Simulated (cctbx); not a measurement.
# What is wrong with this refinement?

Cell a = 5.0730 Å, b = 5.0730 Å, c = 11.1010 Å, α = 90.00°, β = 90.00°, γ = 90.00°; space group I4mm (no. 107). The compound is BaHfSn3.

The data are simulated with cctbx, not measured: synchrotron X-rays, λ = 0.4959 Å, to d = 0.84 Å, 80 % of the full sphere, strongest reflection 20000 counts, noise from counting, a 6 % proportional error and a noise floor of 15 counts (s.d.); no absorption, and some extinction, which the refinements don't model.

An anisotropic refinement with weights 1/σ² prints:

```text
Rint 0.043, 182 unique reflections to 0.84 A
cycle     R1     wR2    GooF  max shift (A)
   1  0.0422  0.1192   3.385   0.00119
   2  0.0221  0.0535   1.520   0.00000
final R1 0.0221 wR2 0.0535 GooF 1.520  parameters 13  data/parameter 14.0
atom        x        y        z      Ueq    occ   su(xyz)  su(Uiso or U11)
Hf1    0.00000  0.00000  0.34493   0.0119  1.000  0.00009  0.0004
Ba1    0.50000  0.50000  0.50028   0.0136  1.000  0.00014  0.0006
Ce1    0.50000  0.50000  0.08388   0.0247  1.000  0.00018  0.0009
Sn1    0.50000  0.00000  0.25027   0.0160  1.000  0.00016  0.0007
difference map: max 0.72 min -2.24 rms 0.36
Q1    0.2339  0.2339  0.0529    8    0.72  1.78 A from Ba1
Q2    0.0000  0.1316  0.2579    8    0.68  1.17 A from Hf1
Q3    0.2149  0.2149  0.2688    8    0.66  1.76 A from Hf1
Q4    0.2139  0.2139  0.6667    8    0.62  1.79 A from Ce1
Q5    0.1444  0.2508  0.4413   16    0.58  1.82 A from Hf1
Q6    0.1285  0.2652  0.8964   16    0.51  1.89 A from Ba1
```

Q: Accept it or mend it, and why?

Mend it. The fault: wrong element: Ce1 is Sn. Against the right model at the same level, R1 goes from 0.0163 to 0.0221 and GooF from 1.04 to 1.52 and U of Ce1 swells from 0.0147 to 0.0247 Å². Ce1 has 8 electrons too many and its U swells to shed them, as expected.

The compound is BaHfSn3. The right model at the same level gives:

```text
Rint 0.043, 182 unique reflections to 0.84 A
cycle     R1     wR2    GooF  max shift (A)
   1  0.0164  0.0369   1.049   0.00022
   2  0.0163  0.0366   1.039   0.00000
final R1 0.0163 wR2 0.0366 GooF 1.039  parameters 13  data/parameter 14.0
atom        x        y        z      Ueq    occ   su(xyz)  su(Uiso or U11)
Hf1    0.00000  0.00000  0.34500   0.0131  1.000  0.00006  0.0003
Ba1    0.50000  0.50000  0.50033   0.0144  1.000  0.00009  0.0004
Sn1    0.50000  0.50000  0.08381   0.0147  1.000  0.00013  0.0006
Sn2    0.50000  0.00000  0.25016   0.0174  1.000  0.00010  0.0005
Flack x: -0.02(2)
Hooft y: -0.017(31)  Bijvoet pairs: 85
difference map: max 0.66 min -1.27 rms 0.28
Q1    0.2056  0.2056  0.6674    8    0.67  1.74 A from Sn1
Q2    0.2336  0.2336  0.0504    8    0.63  1.77 A from Ba1
Q3    0.1776  0.2667  0.2686   16    0.55  1.50 A from Sn2
Q4    0.1401  0.2657  0.4413   16    0.55  1.86 A from Hf1
Q5    0.1783  0.3189  0.0843   16    0.48  1.87 A from Sn1
Q6    0.1291  0.2766  0.9041   16    0.45  1.88 A from Ba1
```

Isotropic U is held between 0.0001 and 1 Å² by the program, and listed peak heights are interpolated, so they can pass the grid's maximum.

The model is made up (kin elements in a known structure type, no relaxation), so it says nothing on whether the phase exists.

[Middle refinement cycles are left out of these outputs.]

[Logs are printed without paths, hosts, clocks, repeated set-up lines and the standing remarks that a program may print on its own settings, such as how far it seeks lower states.]
